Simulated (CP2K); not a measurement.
Consider fluoroacetylene at its PBE geometry (Å).

```xyz
4

C    -0.6322    0.0159    0.1843
C     0.5239   -0.0139   -0.1555
F     1.7615   -0.0537   -0.5250
H    -1.6532    0.0518    0.4962
```

Method: CP2K XAS_TDP, all-electron GAPW, PBEh(45%), aug-cc-pVTZ, TDA, GW2X-corrected core level, no relativity.

Q: Where do the F K-edge lines lie, and how strong are they?

Leading lines: F3 688.12 eV. The leading line of an atom is its first one with 35 % of the strongest within 2.5 eV of its lowest line over the strength cut. Core ionisation energies at this level: F3 692.21 eV.

The first six lines of each atom with a strength over 0.0015:

| atom | energy (eV) | states | strength, one atom | above the computed threshold |
| --- | --- | --- | --- | --- |
| F3 (bonded to C) | 688.12 | 1 | 0.0300 |  |
|  | 690.29 | 2 | 0.0254 |  |
|  | 690.99 | 1 | 0.0130 |  |
|  | 691.92 | 2 | 0.0020 |  |
|  | 693.78 | 1 | 0.0052 | yes |
|  | 694.51 | 1 | 0.0019 | yes |

Lines are vertical, at one geometry, with no vibrational structure. GW2X ionisation energies and lines can be off by 1 to 2 eV either way, and a good line position may hide errors that cancel. These values hold no scalar relativity, about 0.7 eV for F 1s. Rydberg lines, and the discretised continuum above threshold, depend on the basis and the box.

[Banner, clock and machine lines of the logs are left out without a mark of their own.]

[Logs are printed without paths, hosts, clocks, repeated set-up lines and the standing remarks that a program may print on its own settings, such as how far it seeks lower states.]

[Hosts, paths, dates, database ids (printed as entryN), source tags and the programs' standing remarks are cut or masked in the printed files.]
